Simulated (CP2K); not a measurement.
Two runs for the F K edge of fluoroacetylene. Run A: CP2K XAS_TDP, all-electron GAPW, PBEh(45%), aug-cc-pVTZ, TDA, no relativity. Run B differs in one setting.

First lines with a strength over 0.0015. A:

```csv
atom,energy (eV),states,"strength, one atom"
F3 (bonded to C),683.60,1,0.0302
,685.77,2,0.0255
,686.48,1,0.0131
,687.41,2,0.0020
,689.27,1,0.0052
```

B:

```
            atom  energy (eV)  states  strength, one atom
F3 (bonded to C)       688.12       1              0.0300
                       690.29       2              0.0254
                       690.99       1              0.0130
                       691.92       2              0.0020
                       693.78       1              0.0052
```

**Question.** Which was it: scalar relativity switched on, the functional, GW2X switched on, the basis?

GW2X switched on. GW2X shifts an atom's lines together and keeps their spacings. Against PBEh(45%) in aug-cc-pVTZ, the leading line moves by +4.52 eV, to 688.12 eV.

[Banner, clock and machine lines of the logs are left out without a mark of their own.]

[Logs are printed without paths, hosts, clocks, repeated set-up lines and the standing remarks that a program may print on its own settings, such as how far it seeks lower states.]

[Hosts, paths, dates, database ids (printed as entryN), source tags and the programs' standing remarks are cut or masked in the printed files.]
